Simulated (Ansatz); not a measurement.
## How Ba(100) screens a field

Wanted: the response of a Ba(100) slab to a perpendicular field.

Main program and level: Ansatz 0.2.0; plane-wave DFT, PBE, Ansatz PAW.

**1. Set-up**

The cell holds 7 atoms: 7 Ba. Cell: a = 5.020 Å, b = 5.020 Å, c = 33.060 Å, α = 90.0°, β = 90.0°, γ = 90.0°. Vacuum lies along c.

**2. Atoms held, field 0**

A sawtooth potential applies the field, turning back in the middle of the vacuum. With the dipole correction the typed value is the field outside the slab. The induced dipole is small, so the SCF threshold is tight.

Contents of input.yaml:

```yaml
crystal:
  lattice:
    - [5.02, 0.0, 0.0]
    - [0.0, 5.02, 0.0]
    - [0.0, 0.0, 33.06]
  atoms:
    - { symbol: Ba, position: [0.0, 0.0, 0.2722323049] }
    - { symbol: Ba, position: [0.5, 0.5, 0.3481548699] }
    - { symbol: Ba, position: [0.0, 0.0, 0.424077435] }
    - { symbol: Ba, position: [0.5, 0.5, 0.5] }
    - { symbol: Ba, position: [0.0, 0.0, 0.575922565] }
    - { symbol: Ba, position: [0.5, 0.5, 0.6518451301] }
    - { symbol: Ba, position: [0.0, 0.0, 0.7277676951] }
kpoints:
  mp_grid: { grid: [10, 10, 1] }
hamiltonian:
  xc: pbe
scf:
  occupations: { method: fermi_dirac, width: 0.1 }
  convergence: { dr2_threshold: 1.0e-10 }
efield:
  axis: 3
  dipole_correction: true
  ramp_position: 0.97
  ramp_width: 0.06
  amplitude: 0
output:
  forces: true
  write_potential: true
  write_density: true
  volumetric_format: npy
```

On the command line:

```sh
$ ansatz run input.yaml --threads 2 --pin off --max-ram 3072MiB --backend cpu --events-out ev --progress --plain --runs-dir out
```

Numbers of over 12 decimals in the logs are rounded to 6 here.

Output:

```text
Engine: ansatz 0.2.0, aarch64-unknown-linux-gnu
Pseudopotentials: kind: paw
Pseudopotential: Ba, paw, valence charge 10, recommended cutoff 420 eV (normal), Ba.paw.azcp
Functional definition: PBE
  parameter kappa = 0.804
  parameter beta = 0.066725
  exchange = pbe_x(kappa = kappa, mu = beta*pi^2/3)
  correlation = pbe_c(beta = beta)
Crystal: 7 atoms, lattice volume = 833.125 Å³
Basis set: ecut = 420 eV, 16363 PW (Γ), exchange–correlation on 72×72×450 points (8 copies of the dense FFT grid, shifted against one another)
Bands: 42, of which v1, the nominal top of the filled ones, is band 35 counted from 1 (34 counted from 0)
Symmetry: 8 space group operations
k-points: 21 of 100
Non-local potential: Ba, projectors of the file, l = 0: 3, l = 1: 2, l = 2: 2, l = 3: 2
PAW form: soft (Blöchl's): semilocal exchange-correlation on the pseudo side does not see the compensation charge
PAW one-centre angular grid: Ba, 194 points (default); XC on 64 Gauss nodes
Initial density: superposition of atomic densities (neutral atoms: chi_scale 0, normalization atom), corrected by the library's trained network
Initial wavefunctions: pseudopotential atomic-orbital guess
Functional: x = pbe(κ = 0.804, μ = 0.219515), c = pbe(β = 0.066725)
SCF iter   1: F=—  HF=-41645.933843 eV  |F-HF|=—  |Δ(HF+E_count)|=         —  Δρ=9.72e-4  dr2=1.91e-1  ethr=1.77e-3  p=0.000 e·Å  D=9.23e-15 V/Å  ΔV_dip=-0.00 eV  dr2_dipole=6.52e-11  V_vac-E_F(+/−)=2.32/2.32 eV  ⟨swp⟩=15.3  Hψ=14222  notcnv=0
efield: sawtooth ramp at fractional position 0.9700 (set: `efield.ramp_position`, or a place that a band, a saddle search or an elastic batch's reference lends), width 0.0600; the density the first Hamiltonian is built on has a dipole p = 0.000 e·Å; the dipole correction subtracts the counter field D = 9.23e-15 V/Å, which shifts the + side's vacuum level by -0.00 eV against the − side's; the planar-averaged density in the ramp window peaks in size at 1.6e-5 e/Å³
automatic band count: the SCF goes on with 49 bands, as 42 were too few: the levels above may hold too much charge
preconditioner: auto → LDOS  [metal: Δε(μ)=0.013 eV  Ē_g=1.566 eV  σ=0.100 eV  W_gap=0.03  n_scr=82 (ndim 8)  ℏωp=4.8 eV  f_vac=0.403  D(μ)=10.92/eV (n_scr^D=52)  β→1.0]
SCF iter   2: F=—  HF=-41645.929572 eV  |F-HF|=—  |Δ(HF+E_count)|=   4.27e-3  Δρ=3.40e-4  dr2=1.05e-2  ethr=2.73e-4  p=-0.000 e·Å  D=-2.79e-6 V/Å  ΔV_dip=0.00 eV  dr2_dipole=6.13e-10  V_vac-E_F(+/−)=2.35/2.35 eV  ⟨swp⟩=1.6  Hψ=1214  notcnv=0
SCF iter   3: F=—  HF=-41645.930077 eV  |F-HF|=—  |Δ(HF+E_count)|=   5.04e-4  Δρ=1.08e-4  dr2=2.65e-4  ethr=1.50e-5  p=-0.000 e·Å  D=-1.66e-6 V/Å  ΔV_dip=0.00 eV  dr2_dipole=1.27e-13  V_vac-E_F(+/−)=2.35/2.35 eV  ⟨swp⟩=1.7  Hψ=1096  notcnv=0
SCF iter   4: F=—  HF=-41645.930232 eV  |F-HF|=—  |Δ(HF+E_count)|=   1.56e-4  Δρ=4.94e-5  dr2=4.69e-5  ethr=3.78e-7  p=-0.000 e·Å  D=-7.76e-7 V/Å  ΔV_dip=0.00 eV  dr2_dipole=9.40e-11  V_vac-E_F(+/−)=2.36/2.36 eV  ⟨swp⟩=3.0  Hψ=1938  notcnv=0
SCF iter   5: F=—  HF=-41645.930250 eV  |F-HF|=—  |Δ(HF+E_count)|=   1.74e-5  Δρ=1.10e-5  dr2=2.16e-6  ethr=6.70e-8  p=-0.000 e·Å  D=-2.58e-7 V/Å  ΔV_dip=0.00 eV  dr2_dipole=6.37e-12  V_vac-E_F(+/−)=2.36/2.36 eV  ⟨swp⟩=2.0  Hψ=1649  notcnv=0
SCF iter   6: F=—  HF=-41645.930223 eV  |F-HF|=—  |Δ(HF+E_count)|=   2.71e-5  Δρ=3.55e-6  dr2=2.48e-7  ethr=3.09e-9  p=-0.000 e·Å  D=-7.06e-8 V/Å  ΔV_dip=0.00 eV  dr2_dipole=4.12e-17  V_vac-E_F(+/−)=2.36/2.36 eV  ⟨swp⟩=2.3  Hψ=1805  notcnv=0
SCF iter   7: F=—  HF=-41645.930223 eV  |F-HF|=—  |Δ(HF+E_count)|=   2.51e-8  Δρ=1.04e-6  dr2=2.04e-8  ethr=3.55e-10  p=0.000 e·Å  D=6.37e-10 V/Å  ΔV_dip=-0.00 eV  dr2_dipole=2.11e-13  V_vac-E_F(+/−)=2.36/2.36 eV  ⟨swp⟩=2.1  Hψ=1725  notcnv=0
SCF iter   8: F=—  HF=-41645.930223 eV  |F-HF|=—  |Δ(HF+E_count)|=   2.31e-9  Δρ=3.89e-7  dr2=4.72e-9  ethr=2.91e-11  p=-0.000 e·Å  D=-1.25e-9 V/Å  ΔV_dip=0.00 eV  dr2_dipole=1.33e-13  V_vac-E_F(+/−)=2.36/2.36 eV  ⟨swp⟩=2.4  Hψ=1937  notcnv=0
SCF iter   9: F=—  HF=-41645.930223 eV  |F-HF|=—  |Δ(HF+E_count)|=  9.46e-11  Δρ=1.09e-7  dr2=2.05e-10  ethr=6.75e-12  p=0.000 e·Å  D=2.99e-10 V/Å  ΔV_dip=-0.00 eV  dr2_dipole=9.56e-14  V_vac-E_F(+/−)=2.36/2.36 eV  ⟨swp⟩=2.9  Hψ=1873  notcnv=0
SCF iter  10: F=-41645.930223 eV  HF=-41645.930223 eV  |F-HF|=2.84e-10  |Δ(HF+E_count)|=   2.08e-9  Δρ=2.41e-8  dr2=1.62e-11  ethr=1.00e-12  p=0.000 e·Å  D=9.99e-10 V/Å  ΔV_dip=-0.00 eV  dr2_dipole=9.61e-16  V_vac-E_F(+/−)=2.36/2.36 eV  ⟨swp⟩=13.0  Hψ=6825  notcnv=0
SCF 1 converged in 10 iterations: F = -41645.930223 eV  dr2 = 1.62e-11
  greatest PAW one-centre occupation: 0.959 electrons in one spin orbital (limit 2), on the Ba atom at site 0 (counted from 0), in its partial waves of l = 0
WARN: The output density's exchange-correlation potential varies sharply where the density is thin. Do not read a vacuum level from v_tot or v_xc, or from such a field of the output density. On a cell that repeats whose density bears no net charge and no dipole along the vacuum's axis use v_es (v_loc + v_h of the components); under efield.dipole_correction with no amplitude use v_es + v_field, which holds any externa [...]
SCF converged after 10 iterations
Free energy (F): -41645.930223 eV
Harris-Foulkes:  -41645.930223 eV  (|F-HF|=2.84e-10)
Internal energy: -41645.563820 eV  (E = F + TS)
E sigma→0 (E₀):  -41645.747021 eV
Entropy (-TS):   -0.366403 eV (-52.343 meV/atom)
Fermi energy:    2.056762 eV
Dipole field:    D = -0.000000 V/Å  (p = -0.000000 e·Å, saw-weighted, corrected)
Work function:   Φ+ = 2.3614 eV   Φ− = 2.3614 eV
Levels:          The Fermi level and band energies are counted from a zero that moves with the ramp; work functions are not
--- Per-component energies (eV) ---
  E_band       = -868.337454
  E_kinetic    = 1162.204941
  E_local      = -24214.876017  (includes V_loc(G=0)·N_el)
  E_nonlocal   = 399.373400
  E_hartree    = 11483.692099
  E_xc         = -1163.476024
  E_vxc        = -932.166310  (∫ρ·V_xc dr)
  E_paw        = -36580.647632  (= ΣΔE_a)
  E_vpaw       = -250.257929  (= ΣTr[D̂ρ^β])
  E_aug_tail   = -0.000012  (compensation charges beyond the density's cutoff)
  E_efield     = 0.000000  (sawtooth field / dipole correction)
  E_vefield    = 0.000000  (∫n·V_field dr)
  E_ewald      = 7268.165425
  E_smearing   = -0.366403  (= −TS)
  E_closure    = 0.000000  (closes the sum)
  Σ components = -41645.930223   (vs F -41645.930223, Δ=0.00e0)
--- Forces (eV/Å), atoms counted from 1 ---
  atom   1  Ba     0.00000000     0.00000000    -0.07148415
  atom   2  Ba     0.00000000     0.00000000     0.12145405
  atom   3  Ba    -0.00000000     0.00000000    -0.06217047
  atom   4  Ba     0.00000000     0.00000000     0.00000004
  atom   5  Ba     0.00000000     0.00000000     0.06217050
  atom   6  Ba    -0.00000000     0.00000000    -0.12145411
  atom   7  Ba    -0.00000000     0.00000000     0.07148414
  max |Σ_I F_I| component: 1.22e-8 eV/Å
--- Band table (eV; the first three rows and the last of 21) ---
  k-point 0: bands = [... 31 lower, 0.9341, 1.4813, 1.5860, 1.6055, 1.7012, 1.7895, 2.1300, 2.6669, ... 10 higher]
  k-point 1: bands = [... 31 lower, 0.9826, 1.5182, 1.6373, 1.6616, 1.7415, 1.8432, 2.1575, 2.6422, ... 10 higher]
  k-point 2: bands = [... 31 lower, 1.0953, 1.5621, 1.7556, 1.7824, 1.8138, 2.0246, 2.2779, 2.6096, ... 10 higher]
  k-point 20: bands = [... 31 lower, 1.6743, 2.0890, 2.2099, 2.4392, 2.4814, 2.4814, 2.5277, 2.5277, ... 10 higher]
```

Run time: 3.2 min. Hardware: 2 threads of Arm Neoverse N1, shared host; peak memory 1.2 GiB; 4.8 min of CPU time.

Numbers from this step:

| Quantity | Value |
| --- | --- |
| energy at zero smearing | -41645.7470 eV |
| work function, upper face | 2.361 eV |
| dipole along the normal | -8.95e-8 e·Å |

Running mean over 2.51 Å of the planar mean; the ramp of the sawtooth is left out. The electron's electrostatic potential energy less the Fermi level by z:

| z (Å) | electron's electrostatic potential energy less the Fermi level (eV) |
| --- | --- |
| 4 | 2.35 |
| 5 | 2.32 |
| 6 | 2.15 |
| 7 | 1.28 |
| 8 | -1.37 |
| 9 | -3.00 |
| 10 | -3.06 |
| 11 | -2.88 |
| 12 | -2.84 |
| 13 | -2.89 |
| 14 | -2.92 |
| 15 | -2.92 |
| 16 | -2.92 |
| 17 | -2.92 |
| 18 | -2.92 |
| 19 | -2.92 |
| 20 | -2.89 |
| 21 | -2.85 |
| 22 | -2.88 |
| 23 | -3.04 |
| 24 | -3.03 |
| 25 | -1.54 |
| 26 | 1.17 |
| 27 | 2.13 |
| 28 | 2.32 |
| 29 | 2.35 |

Force by atom:

| atom | x (eV/Å) | y (eV/Å) | z (eV/Å) | size |
| --- | --- | --- | --- | --- |
| Ba1 | 0.000 | 0.000 | -0.071 | 0.071 |
| Ba2 | 0.000 | 0.000 | 0.121 | 0.121 |
| Ba3 | 0.000 | 0.000 | -0.062 | 0.062 |
| Ba4 | 0.000 | 0.000 | 0.000 | 0.000 |
| Ba5 | 0.000 | 0.000 | 0.062 | 0.062 |
| Ba6 | 0.000 | 0.000 | -0.121 | 0.121 |
| Ba7 | 0.000 | 0.000 | 0.071 | 0.071 |

The work function of the upper face is 2.36 eV.

**3. Single point, field 0.03 V/Å**

Edit input.yaml of step 2 so:

```diff
@@ -25,3 +25,3 @@
   ramp_width: 0.06
-  amplitude: 0
+  amplitude: 0.03
 output:
```

Output:

```text
[...]
Crystal: 7 atoms, lattice volume = 833.125 Å³
Basis set: ecut = 420 eV, 16363 PW (Γ), exchange–correlation on 72×72×450 points (8 copies of the dense FFT grid, shifted against one another)
Bands: 42, of which v1, the nominal top of the filled ones, is band 35 counted from 1 (34 counted from 0)
Symmetry: 8 space group operations
k-points: 21 of 100
[...]
k-point 0: bands = [... 31 lower, 0.9339, 1.4810, 1.5858, 1.6053, 1.7010, 1.7892, 2.1298, 2.6666, ... 10 higher]
  k-point 1: bands = [... 31 lower, 0.9823, 1.5180, 1.6371, 1.6614, 1.7413, 1.8429, 2.1572, 2.6419, ... 10 higher]
  k-point 2: bands = [... 31 lower, 1.0951, 1.5618, 1.7553, 1.7821, 1.8135, 2.0244, 2.2777, 2.6091, ... 10 higher]
  k-point 20: bands = [... 31 lower, 1.6740, 2.0887, 2.2096, 2.4389, 2.4811, 2.4811, 2.5275, 2.5275, ... 10 higher]
[key lines of the parts left out:]
SCF converged after 14 iterations
Free energy (F): -41645.931502 eV
Fermi energy:    2.056524 eV
Dipole field:    D = 0.018523 V/Å  (p = 0.085285 e·Å, saw-weighted, corrected)
```

It took 3.7 min on 2 threads; peak memory 1.2 GiB; 5.6 min of CPU time.

The dipole is 0.0853 e·Å.

**4. Atoms held, field -0.03 V/Å**

Edit input.yaml of step 3 so:

```diff
@@ -25,3 +25,3 @@
   ramp_width: 0.06
-  amplitude: 0.03
+  amplitude: -0.03
 output:
```

Output:

```text
[...]
Crystal: 7 atoms, lattice volume = 833.125 Å³
Basis set: ecut = 420 eV, 16363 PW (Γ), exchange–correlation on 72×72×450 points (8 copies of the dense FFT grid, shifted against one another)
Bands: 42, of which v1, the nominal top of the filled ones, is band 35 counted from 1 (34 counted from 0)
Symmetry: 8 space group operations
k-points: 21 of 100
[...]
k-point 0: bands = [... 31 lower, 0.9339, 1.4810, 1.5858, 1.6053, 1.7010, 1.7892, 2.1298, 2.6666, ... 10 higher]
  k-point 1: bands = [... 31 lower, 0.9823, 1.5180, 1.6371, 1.6614, 1.7413, 1.8429, 2.1572, 2.6419, ... 10 higher]
  k-point 2: bands = [... 31 lower, 1.0951, 1.5618, 1.7553, 1.7821, 1.8135, 2.0244, 2.2777, 2.6091, ... 10 higher]
  k-point 20: bands = [... 31 lower, 1.6740, 2.0887, 2.2096, 2.4389, 2.4811, 2.4811, 2.5275, 2.5275, ... 10 higher]
[key lines of the parts left out:]
SCF converged after 14 iterations
Free energy (F): -41645.931502 eV
Fermi energy:    2.056524 eV
Dipole field:    D = -0.018524 V/Å  (p = -0.085285 e·Å, saw-weighted, corrected)
```

It took 4.2 min on 2 threads; peak memory 1.2 GiB; 5.6 min of CPU time.

The dipole is -0.0853 e·Å.

**5. Atoms held, field 0.1 V/Å**

Edit input.yaml of step 4 so:

```diff
@@ -25,3 +25,3 @@
   ramp_width: 0.06
-  amplitude: -0.03
+  amplitude: 0.1
 output:
```

Output:

```text
[...]
Crystal: 7 atoms, lattice volume = 833.125 Å³
Basis set: ecut = 420 eV, 16363 PW (Γ), exchange–correlation on 72×72×450 points (8 copies of the dense FFT grid, shifted against one another)
Bands: 42, of which v1, the nominal top of the filled ones, is band 35 counted from 1 (34 counted from 0)
Symmetry: 8 space group operations
k-points: 21 of 100
[...]
k-point 0: bands = [... 31 lower, 0.9316, 1.4786, 1.5834, 1.6029, 1.6986, 1.7868, 2.1274, 2.6642, ... 10 higher]
  k-point 1: bands = [... 31 lower, 0.9800, 1.5155, 1.6346, 1.6589, 1.7389, 1.8405, 2.1548, 2.6382, ... 10 higher]
  k-point 2: bands = [... 31 lower, 1.0928, 1.5594, 1.7529, 1.7797, 1.8111, 2.0220, 2.2751, 2.6044, ... 10 higher]
  k-point 20: bands = [... 31 lower, 1.6716, 2.0865, 2.2072, 2.4366, 2.4786, 2.4786, 2.5251, 2.5251, ... 10 higher]
[key lines of the parts left out:]
SCF converged after 13 iterations
Free energy (F): -41645.944439 eV
Fermi energy:    2.054090 eV
Dipole field:    D = 0.061766 V/Å  (p = 0.284380 e·Å, saw-weighted, corrected)
```

Elapsed: 3.9 min, on 2 threads; peak memory 1.2 GiB.

The dipole is 0.284 e·Å.

**6. Single point, field -0.1 V/Å**

Edit input.yaml of step 5 so:

```diff
@@ -25,3 +25,3 @@
   ramp_width: 0.06
-  amplitude: 0.1
+  amplitude: -0.1
 output:
```

Output:

```text
[...]
Crystal: 7 atoms, lattice volume = 833.125 Å³
Basis set: ecut = 420 eV, 16363 PW (Γ), exchange–correlation on 72×72×450 points (8 copies of the dense FFT grid, shifted against one another)
Bands: 42, of which v1, the nominal top of the filled ones, is band 35 counted from 1 (34 counted from 0)
Symmetry: 8 space group operations
k-points: 21 of 100
[...]
k-point 0: bands = [... 31 lower, 0.9316, 1.4786, 1.5834, 1.6029, 1.6986, 1.7868, 2.1274, 2.6642, ... 10 higher]
  k-point 1: bands = [... 31 lower, 0.9800, 1.5155, 1.6346, 1.6589, 1.7389, 1.8405, 2.1548, 2.6382, ... 10 higher]
  k-point 2: bands = [... 31 lower, 1.0928, 1.5594, 1.7529, 1.7797, 1.8111, 2.0220, 2.2751, 2.6044, ... 10 higher]
  k-point 20: bands = [... 31 lower, 1.6716, 2.0865, 2.2072, 2.4366, 2.4787, 2.4787, 2.5251, 2.5251, ... 10 higher]
[key lines of the parts left out:]
SCF converged after 13 iterations
Free energy (F): -41645.944439 eV
Fermi energy:    2.054090 eV
Dipole field:    D = -0.061766 V/Å  (p = -0.284381 e·Å, saw-weighted, corrected)
```

It took 3.8 min on 2 threads; peak memory 1.2 GiB; 5.5 min of CPU time.

The dipole is -0.284 e·Å.

**7. Atoms held, field 0.15 V/Å**

Edit input.yaml of step 6 so:

```diff
@@ -25,3 +25,3 @@
   ramp_width: 0.06
-  amplitude: -0.1
+  amplitude: 0.15
 output:
@@ -31 +31,2 @@
   volumetric_format: npy
+  elf: true
```

Output:

```text
[...]
Crystal: 7 atoms, lattice volume = 833.125 Å³
Basis set: ecut = 420 eV, 16363 PW (Γ), exchange–correlation on 72×72×450 points (8 copies of the dense FFT grid, shifted against one another)
Bands: 42, of which v1, the nominal top of the filled ones, is band 35 counted from 1 (34 counted from 0)
Symmetry: 8 space group operations
k-points: 21 of 100
[...]
k-point 0: bands = [... 31 lower, 0.9284, 1.4752, 1.5800, 1.5995, 1.6952, 1.7834, 2.1240, 2.6609, ... 10 higher]
  k-point 1: bands = [... 31 lower, 0.9768, 1.5122, 1.6313, 1.6555, 1.7355, 1.8371, 2.1514, 2.6321, ... 10 higher]
  k-point 2: bands = [... 31 lower, 1.0895, 1.5561, 1.7495, 1.7764, 1.8077, 2.0186, 2.2716, 2.5975, ... 10 higher]
  k-point 20: bands = [... 31 lower, 1.6683, 2.0833, 2.2039, 2.4334, 2.4752, 2.4752, 2.5218, 2.5218, ... 10 higher]
[key lines of the parts left out:]
SCF converged after 13 iterations
Free energy (F): -41645.962217 eV
Fermi energy:    2.050715 eV
Dipole field:    D = 0.092693 V/Å  (p = 0.426772 e·Å, saw-weighted, corrected)
```

Run time: 4.7 min. Hardware: 2 threads; peak memory 1.2 GiB; 5.6 min of CPU time.

Running mean over 2.51 Å of the planar mean, with the applied field; the ramp of the sawtooth is left out. Table of electron's electrostatic potential energy less the Fermi level by z:

| z (Å) | electron's electrostatic potential energy less the Fermi level (eV) |
| --- | --- |
| 4 | 2.02 |
| 5 | 2.12 |
| 6 | 2.07 |
| 7 | 1.27 |
| 8 | -1.36 |
| 9 | -3.00 |
| 10 | -3.06 |
| 11 | -2.89 |
| 12 | -2.84 |
| 13 | -2.89 |
| 14 | -2.92 |
| 15 | -2.92 |
| 16 | -2.92 |
| 17 | -2.92 |
| 18 | -2.92 |
| 19 | -2.92 |
| 20 | -2.89 |
| 21 | -2.85 |
| 22 | -2.87 |
| 23 | -3.04 |
| 24 | -3.03 |
| 25 | -1.55 |
| 26 | 1.19 |
| 27 | 2.23 |
| 28 | 2.53 |
| 29 | 2.71 |

The dipole is 0.427 e·Å.

**8. The response**

This step: plane-wave DFT, PBE, Ansatz PAW; screening of a field by a metal slab (Ansatz 0.2.0).

The dipoles give the slope, and the difference of two potentials shows where the field is screened.

Numbers from this step:

- equivalent conductor thickness p/(ε₀AE): 20.42 Å
- distance between the outer atoms: 15.06 Å
- inner field over outer field: -0.001024
- image plane, upper face: 2.627 Å
- induced electrons on the upper face over ε₀E: -0.9985
- image plane, lower face: 2.627 Å
- induced electrons on the lower face over ε₀E: 0.9985

The dipole of the cell by applied field:

| applied field (V/Å) | dipole of the cell (e·Å) |
| --- | --- |
| -0.100 | -0.284 |
| -0.030 | -0.0853 |
| 0.000 | 0 |
| 0.030 | 0.0853 |
| 0.100 | 0.284 |
| 0.150 | 0.427 |

Local field over the applied field, running mean. From the potentials at -0.03 and 0.03 V/Å; running mean over 2.51 Å. Local field over applied field against z:

| z (Å) | local field over applied field |
| --- | --- |
| 5 | 0.893 |
| 6 | 0.684 |
| 7 | 0.323 |
| 8 | 0.00732 |
| 9 | -0.0719 |
| 10 | -0.00160 |
| 11 | 0.0264 |
| 12 | 0.00709 |
| 13 | -0.00191 |
| 14 | 1.0e-4 |
| 15 | 2.8e-4 |
| 16 | -0.00134 |
| 17 | -0.00140 |
| 18 | 2.1e-4 |
| 19 | 1.5e-4 |
| 20 | -0.00184 |
| 21 | 0.00592 |
| 22 | 0.0258 |
| 23 | 0.00224 |
| 24 | -0.0696 |
| 25 | -0.00510 |
| 26 | 0.300 |
| 27 | 0.665 |
| 28 | 0.885 |

Electrons, planar mean, per unit field. Induced electron density against z:

z (Å), induced electron density (e/Å³ per V/Å) and a bar from the least value:
```
        5    0.00053 ##################
        6    0.00158 #######################
        7    0.00284 ##############################
        8    0.00137 ######################
        9   -0.00098 ##########
       10   -0.00041 #############
       11    0.00029 #################
       12    0.00003 ###############
       13    0.00001 ###############
       14   -0.00003 ###############
       15    0.00001 ###############
       16    0.00002 ###############
       17   -0.00002 ###############
       18   -0.00001 ###############
       19    0.00003 ###############
       20   -0.00001 ###############
       21   -0.00001 ###############
       22   -0.00030 #############
       23    0.00034 #################
       24    0.00102 ####################
       25   -0.00117 #########
       26   -0.00287 
       27   -0.00167 ######
       28   -0.00057 ############
```

By hand: between -0.03 and 0.03 V/Å the dipole changes by 0.1706 e·Å, a slope of 2.843 e·Å²/V. A perfect conductor of thickness t has p = ε₀AEt, so t = 180.95 × 2.843 / 25.200 = 20.41 Å (e/ε₀ = 180.95 V·Å, A in Å²). Less the 15.06 Å between the outer atoms, and halved, that puts each image plane 2.68 Å out.

The induced dipole is that of a conductor 20.42 Å thick.

(Part 1 of 2 ends here.)

[Logs are printed without paths, hosts, clocks, repeated set-up lines and the standing remarks that a program may print on its own settings, such as how far it seeks lower states.]

[Hosts, paths, dates, database ids (printed as entryN), source tags and the programs' standing remarks are cut or masked in the printed files.]

[Maps of the electrostatic potential energy from Ansatz leave out the sawtooth potential of an applied field or a dipole correction, so their vacuum need not be flat; planar profiles and work functions include it.]
